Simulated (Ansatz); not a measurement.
# RbSbS3 (model cell, started as cubic perovskite with Sb in the octahedra): a soft mode frozen in

Which phase does RbSbS3 (model cell, started as cubic perovskite with Sb in the octahedra) fall into along its unstable mode, and how much energy does it gain?

Calculated with Ansatz 0.2.0; DFT PBEsol, scalar-relativistic, plane waves, PAW; PAW set soft_1.

The structure was built from a prototype and need not be the compound's stable phase.

### Step 1. Starting point

It takes space group Pm-3m (No. 221, cubic). The conventional cell has a = 5.071 Å, b = 5.071 Å, c = 5.071 Å, α = 90.00°, β = 90.00°, γ = 90.00°. Nearest to Rb lie 12 S at 3.59 Å. Nearest to Sb lie 6 S at 2.54 Å. S has 2 Sb at 2.54 Å and 4 Rb at 3.59 Å nearest. Farther neighbours and most contacts between anions are not listed.

### Step 2. The dispersion

The cell comes from relaxations at this level that are not shown. Stability and thermal properties need the whole zone. Linear response on a 2×2×2 q mesh gives force constants as far as a supercell of that size would.

File input.yaml:

```yaml
crystal:
  lattice:
    - [5.0714313962, 0.0, 0.0]
    - [0.0, 5.0714313962, 0.0]
    - [0.0, 0.0, 5.0714313962]
  atoms:
    - { symbol: Rb, position: [0.0, 0.0, 0.0] }
    - { symbol: Sb, position: [0.5, 0.5, 0.5] }
    - { symbol: S, position: [0.5, 0.5, 0.0] }
    - { symbol: S, position: [0.5, 0.0, 0.5] }
    - { symbol: S, position: [0.0, 0.5, 0.5] }
kpoints:
  mp_grid: { grid: [8, 8, 8] }
hamiltonian:
  xc: pbesol
  pseudopotentials: { kind: paw, azcp: { folder: soft_1 }, xc_functional: pbe }
scf:
  occupations: { method: methfessel_paxton, width: 0.2 }
output:
  eigenvalues: true
phonons:
  method: dfpt
  qmesh: [2, 2, 2]
  temperatures: { t_max: 1000, t_step: 50 }
  qpath:
    path:
      - [[0.0, 0.0, 0.0], [0.0, 0.5, 0.0], [0.5, 0.5, 0.0], [0.0, 0.0, 0.0], [0.5, 0.5, 0.5], [0.0, 0.5, 0.0]]
      - [[0.5, 0.5, 0.5], [0.5, 0.5, 0.0]]
    npoints: 10
```

On the command line:

```
$ ansatz run input.yaml --threads 8 --pin off --max-ram 16384MiB --backend cpu --events-out ev --progress --plain --runs-dir out
```

Numbers of over 12 decimals in the logs are rounded to 6 here.

What it wrote:

```text
Engine: ansatz 0.2.0, aarch64-unknown-linux-gnu
Pseudopotentials: kind: paw
Pseudopotential: Rb, paw, valence charge 9, recommended cutoff 420 eV (normal), soft_1/Rb.paw.azcp
Pseudopotential: Sb, paw, valence charge 15, recommended cutoff 420 eV (normal), soft_1/Sb.paw.azcp
Pseudopotential: S, paw, valence charge 6, recommended cutoff 420 eV (normal), soft_1/S.paw.azcp
Functional definition: PBEsol
  exchange = pbesol_x
  correlation = pbesol_c
Crystal: 5 atoms, lattice volume = 130.434 Å³
Basis set: ecut = 420 eV, 2517 PW (Γ), exchange–correlation on 72×72×72 points (8 copies of the dense FFT grid, shifted against one another)
Bands: 26, of which v1, the nominal top of the filled ones, is band 21 counted from 1 (20 counted from 0)
Symmetry: 48 space group operations
k-points: 35 of 512
Non-local potential: Rb, projectors of the file, l = 0: 3, l = 1: 2, l = 2: 2
Non-local potential: Sb, projectors of the file, l = 0: 2, l = 1: 2, l = 2: 2, l = 3: 1
Non-local potential: S, projectors of the file, l = 0: 2, l = 1: 2, l = 2: 1
PAW form: soft (Blöchl's): semilocal exchange-correlation on the pseudo side does not see the compensation charge
PAW frozen core: Rb, regenerated for the run's functional, and the local potential with it (the file was generated under x = pbe(κ = 0.804, μ = 0.219515), c = pbe(β = 0.066725))
PAW frozen core: Sb, regenerated for the run's functional, and the local potential with it (the file was generated under x = pbe(κ = 0.804, μ = 0.219515), c = pbe(β = 0.066725))
PAW frozen core: S, regenerated for the run's functional, and the local potential with it (the file was generated under x = pbe(κ = 0.804, μ = 0.219515), c = pbe(β = 0.066725))
PAW one-centre angular grid: Rb, 110 points (default); XC on 64 Gauss nodes
PAW one-centre angular grid: Sb, 590 points (default); XC on 64 Gauss nodes
PAW one-centre angular grid: S, 110 points (default); XC on 64 Gauss nodes
Initial density: superposition of atomic densities (chi_scale 0.1, normalization cell, long waves kept (reshape's long-wave potential 0.00 eV rms))
Initial wavefunctions: pseudopotential atomic-orbital guess
Functional: x = pbesol(κ = 0.804, μ = 0.123457), c = pbesol(β = 0.046)
SCF iter   1: F=—  HF=-12282.881126 eV  |F-HF|=—  |Δ(HF+E_count)|=         —  Δρ=3.30e-2  dr2=3.92e0  ethr=3.10e-3  ⟨swp⟩=7.3  Hψ=4844  notcnv=0
preconditioner: auto → Kerker (q_TF=auto, 2.259 Å⁻¹)  [metal: Δε(μ)=0.035 eV  Ē_g=10.461 eV  σ=0.200 eV  W_gap=0.15  n_scr=26 (ndim 8)  ℏωp=17.8 eV  f_vac=0.000  D(μ)=2.54/eV (n_scr^D=18)]
SCF iter   2: F=—  HF=-12282.048637 eV  |F-HF|=—  |Δ(HF+E_count)|=   8.32e-1  S|Δr|=    0.00e0  Δρ=2.01e-2  dr2=1.81e0  ethr=3.10e-3  ⟨swp⟩=3.3  Hψ=1604  notcnv=0  defer=15
SCF iter   3: F=—  HF=-12281.386704 eV  |F-HF|=—  |Δ(HF+E_count)|=   6.62e-1  S|Δr|=    0.00e0  Δρ=6.89e-3  dr2=1.66e-1  ethr=3.10e-3  ⟨swp⟩=3.9  Hψ=2142  notcnv=0  defer=13
SCF iter   4: F=—  HF=-12281.328301 eV  |F-HF|=—  |Δ(HF+E_count)|=   5.84e-2  S|Δr|=    0.00e0  Δρ=2.80e-3  dr2=3.15e-2  ethr=3.94e-4  ⟨swp⟩=2.5  Hψ=1288  notcnv=0  defer=4
SCF iter   5: F=—  HF=-12281.317765 eV  |F-HF|=—  |Δ(HF+E_count)|=   1.05e-2  S|Δr|=    0.00e0  Δρ=9.26e-4  dr2=2.04e-3  ethr=7.51e-5  ⟨swp⟩=2.2  Hψ=1408  notcnv=0  defer=4
SCF iter   6: F=—  HF=-12281.318306 eV  |F-HF|=—  |Δ(HF+E_count)|=   5.41e-4  S|Δr|=    0.00e0  Δρ=3.84e-4  dr2=3.30e-4  ethr=4.86e-6  ⟨swp⟩=2.0  Hψ=1652  notcnv=0  defer=3
SCF iter   7: F=—  HF=-12281.318265 eV  |F-HF|=—  |Δ(HF+E_count)|=   4.11e-5  S|Δr|=    0.00e0  Δρ=6.22e-5  dr2=4.57e-6  ethr=7.86e-7  ⟨swp⟩=2.0  Hψ=1507  notcnv=0  defer=3
SCF iter   8: F=—  HF=-12281.318282 eV  |F-HF|=—  |Δ(HF+E_count)|=   1.71e-5  S|Δr|=    0.00e0  Δρ=1.54e-5  dr2=5.04e-7  ethr=1.09e-8  ⟨swp⟩=2.8  Hψ=1746  notcnv=0  defer=3
SCF iter   9: F=—  HF=-12281.318281 eV  |F-HF|=—  |Δ(HF+E_count)|=   1.08e-6  S|Δr|=    0.00e0  Δρ=4.39e-6  dr2=5.44e-8  ethr=1.20e-9  ⟨swp⟩=2.0  Hψ=1305  notcnv=0  defer=6
SCF iter  10: F=—  HF=-12281.318281 eV  |F-HF|=—  |Δ(HF+E_count)|=   3.14e-8  S|Δr|=    0.00e0  Δρ=1.17e-6  dr2=3.76e-9  ethr=1.30e-10  ⟨swp⟩=2.2  Hψ=1417  notcnv=0  defer=6
SCF iter  11: F=—  HF=-12281.318281 eV  |F-HF|=—  |Δ(HF+E_count)|=   2.91e-9  S|Δr|=    0.00e0  Δρ=3.09e-7  dr2=1.84e-10  ethr=8.96e-12  ⟨swp⟩=2.3  Hψ=1379  notcnv=0  defer=6
SCF iter  12: F=-12281.318281 eV  HF=-12281.318281 eV  |F-HF|=3.64e-12  |Δ(HF+E_count)|=  2.33e-10  S|Δr|=    0.00e0  Δρ=5.36e-8  dr2=4.33e-12  ethr=1.00e-12  ⟨swp⟩=10.7  Hψ=6825  notcnv=0
SCF 1 converged in 12 iterations: F = -12281.318281 eV  dr2 = 4.33e-12
  greatest PAW one-centre occupation: 0.997 electrons in one spin orbital (limit 2), on the Sb atom at site 1 (counted from 0), in its partial waves of l = 2
Initial density: read from a saved state, or passed on in memory by an earlier SCF of this step, an earlier step, the calling program or the single point that the run made first
iter 1 solved again at ethr=4.17e-7 eV; its pass at ethr=3.10e-3 eV (dr2=1.75e-4 eV) is discarded
SCF iter   1: F=—  HF=-12281.318286 eV  |F-HF|=—  |Δ(HF+E_count)|=         —  Δρ=8.51e-7  dr2=1.01e-9  ethr=4.17e-7  ⟨swp⟩=3.3  Hψ=7867  notcnv=0
eigensolver tolerance schedule: the retry pair's looser diagonalisation over-reported the residual by 173277.13 of it (diagonalisation noise at an unbounded share of the residual, at the tolerance the schedule requests for it); recorded, not acted on — ethr = c·dr2/N_el stays at c = 1.0e-1
preconditioner: auto → Kerker (q_TF=auto, 2.259 Å⁻¹)  [metal: Δε(μ)=0.046 eV  Ē_g=9.981 eV  σ=0.200 eV  W_gap=0.19  n_scr=26 (ndim 8)  ℏωp=17.8 eV  f_vac=0.009  D(μ)=3.58/eV (n_scr^D=26)]
SCF iter   2: F=—  HF=-12281.318281 eV  |F-HF|=—  |Δ(HF+E_count)|=   4.95e-6  S|Δr|=    0.00e0  Δρ=4.10e-7  dr2=1.93e-10  ethr=2.41e-12  ⟨swp⟩=4.9  Hψ=3205  notcnv=0
SCF iter   3: F=—  HF=-12281.318281 eV  |F-HF|=—  |Δ(HF+E_count)|=  5.64e-11  S|Δr|=    0.00e0  Δρ=2.67e-7  dr2=8.79e-11  ethr=1.00e-12  ⟨swp⟩=1.0  Hψ=910  notcnv=0
SCF iter   4: F=—  HF=-12281.318281 eV  |F-HF|=—  |Δ(HF+E_count)|=  1.82e-11  S|Δr|=    0.00e0  Δρ=1.53e-7  dr2=3.04e-11  ethr=1.00e-12  ⟨swp⟩=1.0  Hψ=910  notcnv=0
SCF iter   5: F=-12281.318281 eV  HF=-12281.318281 eV  |F-HF|=3.64e-12  |Δ(HF+E_count)|=  1.46e-11  S|Δr|=    0.00e0  Δρ=5.39e-8  dr2=4.33e-12  ethr=1.00e-12  ⟨swp⟩=4.4  Hψ=3556  notcnv=0
SCF 2 converged in 5 iterations: F = -12281.318281 eV  dr2 = 4.33e-12
phonons: the bands overlap, so this run is a metal and interpolates without the dipole-dipole term. If the crystal is really an insulator or semiconductor, its LO-TO splitting is missing
NSCF: frozen V_eff on 35 k-points
NSCF: frozen V_eff on 125 k-points
DFPT response loops at q = (0, 0, 0) (fractional): preconditioner auto → Kerker (q_TF=auto, 2.259 Å⁻¹) (partly filled bands, converged f_vac=0.009); β = 1.00, the filter's whole step (`scf.mixing.beta` (0.50) is not read by the response loops under this deck's `scf.mixing.preconditioner`; to damp them name `kerker` or `kerker_dos`, under which they read `scf.mixing.beta`, and type it under 1.00, their step now; both keys bind the ground state too); Broyden in place of MSR1
NSCF: frozen V_eff on 250 k-points
DFPT response loops at q = (0, 0, -0.5) (fractional): mixed as the last ones told, above
NSCF: frozen V_eff on 250 k-points
DFPT response loops at q = (0, -0.5, -0.5) (fractional): mixed as the last ones told, above
NSCF: frozen V_eff on 250 k-points
DFPT response loops at q = (-0.5, -0.5, -0.5) (fractional): mixed as the last ones told, above
SCF converged after 12 iterations
Stability not checked: this state was not tested for a lower state beside it, because cold or Methfessel-Paxton smearing, or corrected tetrahedra, fill the levels in a way that the test cannot read (fill_not_monotonic; see scf.lower_state_search)
Free energy (F): -12281.318281 eV
Harris-Foulkes:  -12281.318281 eV  (|F-HF|=3.64e-12)
Internal energy: -12281.320559 eV  (E = F + TS)
E sigma→0 (E₀):  -12281.318850 eV
Entropy (-TS):   0.002279 eV (0.456 meV/atom)
Fermi energy:    5.352366 eV
--- Per-component energies (eV) ---
  E_band       = -293.873927
  E_kinetic    = 658.676972
  E_local      = -2912.579718  (includes V_loc(G=0)·N_el)
  E_nonlocal   = 685.035889
  E_hartree    = 1083.949540
  E_xc         = -483.870953
  E_vxc        = -465.684206  (∫ρ·V_xc dr)
  E_paw        = -8818.040582  (= ΣΔE_a)
  E_vpaw       = -427.222025  (= ΣTr[D̂ρ^β])
  E_aug_tail   = 0.000114  (compensation charges beyond the density's cutoff)
  E_ewald      = -2495.133196
  E_core_change = 0.641374  (= ΣΔE_core)
  E_smearing   = 0.002279  (= −TS)
  E_closure    = 0.000000  (closes the sum)
  Σ components = -12281.318281   (vs F -12281.318281, Δ=0.00e0)
--- Band table (eV; the first three rows and the last of 35) ---
  k-point 0: bands = [... 17 lower, 4.6660, 4.6660, 4.8534, 4.8534, 4.8534, 9.9656, 10.5503, 10.5503, ... 1 higher]
  k-point 1: bands = [... 17 lower, 4.5984, 4.5993, 4.7738, 4.8057, 4.8057, 10.2181, 10.6221, 10.7927, ... 1 higher]
  k-point 2: bands = [... 17 lower, 4.4126, 4.4487, 4.6976, 4.7281, 4.7281, 10.7003, 10.8298, 10.9702, ... 1 higher]
  k-point 34: bands = [... 17 lower, 4.0075, 5.7565, 5.7565, 5.7565, 6.7422, 6.7422, 6.7422, 9.0167, ... 1 higher]
--- Phonons (Γ-DFPT): 4 representative perturbations + reference (Σ response iterations 12) ---
  ASR residual: 1.620e-5 → 0.000e0 eV/Å²; symmetrization residual: 1.615e-6 eV/Å²
  ASR residual per site (eV/Å²): 1.62e-5 1.35e-6 7.67e-6 7.67e-6 7.67e-6
  Γ frequencies (cm⁻¹): -79.32 -79.32 -79.32 -4.77 -4.77 -4.77 0.00 0.00 0.00 75.53 75.53 75.53 199.65 199.65 199.65
--- Phonons (arbitrary-q DFPT): 4 irreducible q on the 2×2×2 mesh ---
  q = [0.0000, 0.0000, 0.0000] (star 1, of the zone-centre solve; hermiticity 8.05e-7, symmetrization 1.95e-11): -79.32 -79.32 -79.32 -4.77 -4.77 -4.77 -0.00 -0.00 0.00 75.53 75.53 75.53 199.65 199.65 199.65
  q = [0.0000, 0.0000, -0.5000] (star 3, 9 solved perturbations in 975 linear systems a pass and spin channel, the states on 125 of 512 k-point pairs; hermiticity 1.05e-6, symmetrization 8.47e-12): -125.77 -111.96 -74.23 -74.23 -58.74 -58.74 51.84 51.84 64.05 64.94 64.94 150.16 212.13 212.13 243.24
  q = [0.0000, -0.5000, -0.5000] (star 3, 9 solved perturbations in 975 linear systems a pass and spin channel, the states on 125 of 512 k-point pairs; hermiticity 8.45e-7, symmetrization 1.35e-13): -120.31 -120.31 -73.81 -73.81 -53.25 -28.47 37.26 58.57 64.80 64.80 151.28 151.28 218.53 224.32 245.32
  q = [-0.5000, -0.5000, -0.5000] (star 1, 4 solved perturbations in 350 linear systems a pass and spin channel, the states on 125 of 512 k-point pairs; hermiticity 2.89e-7, symmetrization 1.48e-11): -71.59 -71.59 -71.59 -62.20 -62.20 -62.20 67.39 67.39 67.39 151.11 151.11 151.11 219.53 219.53 270.03
  sum rule: each row above includes the acoustic sum rule's correction from the zone centre's row sums; it moved no ω² by more than (0.26 cm⁻¹)²
  mesh force constants: q→R imaginary residual 2.72e-18; ASR residual 1.620e-5 → 0.000e0 eV/Å²; symmetrization residual 6.217e-15 eV/Å²
  interpolated dispersion: 62 rows × 15 modes
  density of states and harmonic sums: on the 12×12×12 q-mesh, interpolated from the force constants of a 2×2×2 supercell (no non-analytic term)
  largest difference from the sums on the solved wave vectors: F 6.50e-2 eV, S 9.71e-5 and C_V 3.23e-5 eV/K
  zero-point energy: 0.072775 eV/cell   skipped modes (ω ≤ 0): 507, of them read as no rigid motion or as one in doubt: 504 (6.000e0 modes/cell left out, lowest -125.77 cm⁻¹)   left out of the sums: 4.00e-1 of the cell's modes: C_V's classical limit lies that fraction below 3 k_B per atom; for a crystal, a wire or a layer, F and S can be off by more, and a phonons.interpolated_qmesh denser along its periods is the remedy for the sampling
```

It took 96 s on 8 threads of Arm Neoverse V2, shared host; peak memory 1.4 GiB; 12 min of CPU time.

Numbers from this step:

```yaml
volume_per_atom: 26.09 Å³
gap_on_the_k_mesh: 0 eV
sum_rule_residual_before_enforcement: 1.62e-5 eV/Å²
lowest_frequency_on_the_path: -125.8 cm⁻¹
point_group: m-3m
highest_frequency_on_the_path_or_at_a_solved_wavevector: 270.0 cm⁻¹
highest_optical_mode_at_the_zone_centre_no_lo_to_term: 199.7 cm⁻¹
lowest_optical_zone_centre_mode: -79.32 cm⁻¹
lowest_mode_on_the_q_mesh_acoustic_modes_at_gamma_apart: -125.8 cm⁻¹
```

Frequencies (cm⁻¹) solved at each irreducible wavevector; negative means imaginary. Frequencies by wavevector, by row:

```
q in reciprocal lattice units  star  mode 1  mode 2  mode 3  mode 4  mode 13  mode 14  mode 15
                        0 0 0     1   -79.3   -79.3   -79.3    -4.8    199.7    199.7    199.7
                     0 0 -0.5     3  -125.8    -112   -74.2   -74.2    212.1    212.1    243.2
                  0 -0.5 -0.5     3  -120.3  -120.3   -73.8   -73.8    218.5    224.3    245.3
               -0.5 -0.5 -0.5     1   -71.6   -71.6   -71.6   -62.2    219.5    219.5      270
```

Interpolated from a 2×2×2 q mesh. The phonon branches at the labelled points (cm⁻¹):

```
    point  branch 1  branch 2  branch 3  branch 4  branch 12  branch 13  branch 14  branch 15
        Γ       -79       -79       -79        -5         76        200        200        200
  halfway       -94       -89       -77       -77        109        206        206        222
        X      -126      -112       -74       -74        150        212        212        243
  halfway      -120       -91       -90       -74        151        215        221        242
        M      -120      -120       -74       -74        151        218        224        245
  halfway       -92       -91       -80       -76        110        210        218        228
        Γ       -79       -79       -79        -5         76        200        200        200
  halfway       -83       -83       -80       -78        111        218        218        238
        R       -72       -72       -72       -62        151        220        220        270
  halfway       -98       -90       -84       -80        152        217        222        250
        X      -126      -112       -74       -74        150        212        212        243
jump to R       -72       -72       -72       -62        151        220        220        270
  halfway       -98       -98       -70       -70        152        218        222        259
        M      -120      -120       -74       -74        151        218        224        245
```

Symmetry leaves 4 wavevectors to solve. The lowest mode among them, the acoustic zeros apart, lies at q = (0, 0, -0.5) and is imaginary, 125.8i cm⁻¹, so the energy falls along it.

### Step 3. The mode frozen in, largest atomic shift 0 Å

The mode followed lies at q = (0, -0.5, -0.5) with frequency 120.3i cm⁻¹ and is 2-fold degenerate, one of the unstable modes though not the softest. At small amplitude the distorted cell has space group no. 10 by a symmetry search on the positions. The undistorted cell that holds it gives the zero of energy on the same k mesh.

System of this step: RbSbS3 (model cell, started as cubic perovskite with Sb in the octahedra). It takes space group Pm-3m (No. 221, cubic). The conventional cell has a = 5.071 Å, b = 5.071 Å, c = 5.071 Å, α = 90.00°, β = 90.00°, γ = 90.00°. Nearest to Rb lie 12 S at 3.59 Å. Nearest to Sb lie 6 S at 2.54 Å. Nearest to S lie 2 Sb at 2.54 Å and 4 Rb at 3.59 Å. Nearest to S lie 2 Sb at 2.54 Å and 4 Rb at 3.59 Å. Farther neighbours and most contacts between anions are not listed.

File input.yaml:

```yaml
crystal:
  lattice:
    - [-5.0714313962, 0.0, 0.0]
    - [0.0, -5.0714313962, -5.0714313962]
    - [0.0, -5.0714313962, 5.0714313962]
  atoms:
    - { symbol: Rb, position: [0.0, 0.5, 0.5] }
    - { symbol: Rb, position: [0.0, 1.0, 1.0] }
    - { symbol: Sb, position: [0.5, 0.0, 0.5] }
    - { symbol: Sb, position: [0.5, 0.5, 0.0] }
    - { symbol: S, position: [0.5, 0.75, 0.75] }
    - { symbol: S, position: [0.5, 0.25, 0.25] }
    - { symbol: S, position: [0.5, 0.75, 0.25] }
    - { symbol: S, position: [0.5, 0.25, 0.75] }
    - { symbol: S, position: [1.0, 0.0, 0.5] }
    - { symbol: S, position: [1.0, 0.5, 0.0] }
kpoints:
  mp_grid: { grid: [8, 6, 6] }
hamiltonian:
  xc: pbesol
  pseudopotentials: { kind: paw, azcp: { folder: soft_1 }, xc_functional: pbe }
scf:
  occupations: { method: methfessel_paxton, width: 0.2 }
output:
  forces: true
  stress: true
  eigenvalues: true
```

What it wrote:

```text
[...]
Crystal: 10 atoms, lattice volume = 260.869 Å³
Basis set: ecut = 420 eV, 5061 PW (Γ), exchange–correlation on 72×96×96 points (8 copies of the dense FFT grid, shifted against one another)
Bands: 52, of which v1, the nominal top of the filled ones, is band 42 counted from 1 (41 counted from 0)
Symmetry: 32 space group operations
[...]
k-points: 50 of 288
[...]
k-point 0: bands = [... 38 lower, 4.6715, 4.8539, 4.8557, 4.8557, 5.7224, 7.2850, 7.5367, 7.5367, ... 6 higher]
  k-point 1: bands = [... 38 lower, 4.6809, 4.7532, 4.8029, 4.8677, 5.5892, 6.2852, 8.0345, 8.6151, ... 6 higher]
  k-point 2: bands = [... 38 lower, 4.6568, 4.6593, 4.6621, 4.9535, 5.3494, 5.3562, 9.1407, 9.8282, ... 6 higher]
  k-point 49: bands = [... 38 lower, 3.9945, 3.9945, 5.7237, 5.7237, 7.2879, 7.2879, 7.5371, 7.5371, ... 6 higher]
[key lines of the parts left out:]
SCF converged after 9 iterations
Free energy (F): -24562.642996 eV
Fermi energy:    5.358997 eV
P = ⅓ Tr σ = -0.1194 GPa (-1.194 kbar)
```

Run time: 4.9 s. Hardware: 8 threads; peak memory 1.1 GiB.

This step gave:

```
pressure                         : -0.1194 GPa
energy from the undistorted cell : 0 meV/atom
```

The run ends at a pressure of -0.12 GPa.

### Step 4. The mode frozen in, largest atomic shift 0.45 Å

The atoms are moved along the unstable eigenvector, the largest shift by 0.45 Å, with the cell fixed.

input.yaml, the sections that differ from step 3:

```yaml
crystal:
  lattice:
    - [-5.0714313962, 0.0, 0.0]
    - [0.0, -5.0714313962, -5.0714313962]
    - [0.0, -5.0714313962, 5.0714313962]
  atoms:
    - { symbol: Rb, position: [0.0, 0.5015725119, 0.4963061559] }
    - { symbol: Rb, position: [0.0, 0.9984274881, 1.0036938441] }
    - { symbol: Sb, position: [0.5, -0.0028227303, 0.4933693818] }
    - { symbol: Sb, position: [0.5, 0.5028227303, 0.0066306182] }
    - { symbol: S, position: [0.5, 0.75, 0.75] }
    - { symbol: S, position: [0.5, 0.25, 0.25] }
    - { symbol: S, position: [0.5, 0.75, 0.25] }
    - { symbol: S, position: [0.5, 0.25, 0.75] }
    - { symbol: S, position: [1.0, 0.0245762177, 0.5577297501] }
    - { symbol: S, position: [1.0, 0.4754237823, -0.0577297501] }
# kpoints, hamiltonian, scf, output: as in step 3
```

What it wrote:

```text
[...]
Crystal: 10 atoms, lattice volume = 260.869 Å³
Basis set: ecut = 420 eV, 5061 PW (Γ), exchange–correlation on 72×96×96 points (8 copies of the dense FFT grid, shifted against one another)
Bands: 52, of which v1, the nominal top of the filled ones, is band 42 counted from 1 (41 counted from 0)
Symmetry: 4 space group operations
[...]
k-points: 100 of 288
[...]
k-point 0: bands = [... 38 lower, 4.7269, 4.8200, 4.9883, 5.0619, 5.7696, 7.2146, 7.4823, 7.5518, ... 6 higher]
  k-point 1: bands = [... 38 lower, 4.6549, 4.7606, 4.9852, 5.0061, 5.6279, 6.3519, 7.9264, 8.5719, ... 6 higher]
  k-point 2: bands = [... 38 lower, 4.5564, 4.8043, 4.8604, 5.0242, 5.3897, 5.5208, 9.0481, 9.6864, ... 6 higher]
  k-point 99: bands = [... 38 lower, 4.2744, 4.4065, 5.5085, 5.6805, 6.7926, 6.8969, 7.7567, 7.8247, ... 6 higher]
[key lines of the parts left out:]
SCF converged after 11 iterations
Free energy (F): -24562.774378 eV
Fermi energy:    5.435496 eV
P = ⅓ Tr σ = -0.2013 GPa (-2.013 kbar)
```

The job ended after 10 s (8 threads; peak memory 1.4 GiB).

Numbers from this step:

| Item | Value |
| --- | --- |
| pressure | -0.2013 GPa |
| energy from the undistorted cell | -13.10 meV/atom |

The energy, extrapolated to zero smearing, is -13.10 meV/atom against the undistorted cell.

The run ends at a pressure of -0.20 GPa, with forces up to 0.22 eV/Å.

(Continued in part 2 of 3.)

[Logs are printed without paths, hosts, clocks, repeated set-up lines and the standing remarks that a program may print on its own settings, such as how far it seeks lower states.]

[Hosts, paths, dates, database ids (printed as entryN), source tags and the programs' standing remarks are cut or masked in the printed files.]
